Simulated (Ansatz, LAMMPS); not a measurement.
# Force difference against the radius of support functions in Zn2+ PF6- in dimethyl sulfoxide and tetrahydrofuran and trimethyl phosphate at 330 K (145 atoms)

Density of this cell: 1.29 g/cm³. The cell holds 145 atoms: 29 C, 19 O, 5 P, 75 H, 4 S, 12 F and 1 Zn. Cell: a = 11.873 Å, b = 11.873 Å, c = 11.873 Å, α = 90.0°, β = 90.0°, γ = 90.0°. 4 dimethyl sulfoxide, 3 tetrahydrofuran, 3 trimethyl phosphate, 1 Zn2+, 2 PF6- placed at random, at 1.29 g/cm³; overlaps pushed apart, then 10 ps at 550 K with stiff harmonic cages for PF6 and BF4 with UFF radii; divalent ions of Li, Roberts, Chakravorty and Merz (J. Chem. Theory Comput. 9, 2733 (2013)); MMFF94 bonds, angles, torsions, charges and radii (Halgren, J. Comput. Chem. 17, 490 (1996)) in harmonic and 12-6 forms; charges of ions scaled by 0.8. Snapshot after 30 ps at 330 K and fixed volume.

Calculated with Ansatz 0.2.0: Kohn-Sham DFT, PBE+D4, PAW (set soft_2), localised support functions (medium), with the radius typed; the reference is Kohn-Sham DFT, PBE+D4, PAW (set soft_2), plane waves, cutoff 750 eV, Γ point, gaussian smearing of 0.025 eV, with an r.m.s. force component of 0.985 eV/Å.

```
radius (Å)  r.m.s. force difference (meV/Å)     time
       3.4                            0.531     83 s
      3.68                            0.481     94 s
      3.92                                ?        ?
       4.2                             0.36  2.4 min
      4.73                            0.348  3.5 min
      5.26                            0.336  5.3 min
```

Task: Fit a power law of the radius to the rows given and interpolate to the withheld row.

Worked fit:

A power law y = A x^b is a line in u = ln x and v = ln y.

| u = ln x | v = ln y |
| --- | --- |
| 1.22378 | -0.632993 |
| 1.30291 | -0.731888 |
| 1.43508 | -1.02165 |
| 1.55393 | -1.05555 |
| 1.66013 | -1.09064 |

With n = 5: mean u = 1.43517, mean v = -0.906546, Σ(u − ū)² = 0.12689, Σ(u − ū)(v − v̄) = -0.14003. Slope b = -0.14003 / 0.12689 = -1.1035; intercept a = v̄ − b ū = 0.67721.

At the withheld row u = 1.366, v = a + b u = -0.8303, and y = exp(v).

Prediction at 3.92: 0.4359 meV/Å. The run gave 0.41 meV/Å, so the fit is high by 0.026 meV/Å (6.3 % of the value).

The fitted exponent is -1.1. Between neighbouring rows, the withheld one included, the exponents are -1.2, -2.5, -1.9, -0.29 and -0.33, so one power law doesn't hold over the range: the values level off at a floor. Among the rows given, the largest relative miss of the fit is at 4.2, by 0.044 meV/Å (12 %).

Limits: The difference holds the reference's own basis error, which sets a floor under it.

[Logs are printed without paths, hosts, clocks, repeated set-up lines and the standing remarks that a program may print on its own settings, such as how far it seeks lower states.]

[Hosts, paths, dates, database ids (printed as entryN), source tags and the programs' standing remarks are cut or masked in the printed files.]

[The MMFF94 radii named for the starting cell were scaled by 0.96; in molecules described by MMFF94, hydrogen bound to N, O or S took a small fixed 12-6 site in their place.]
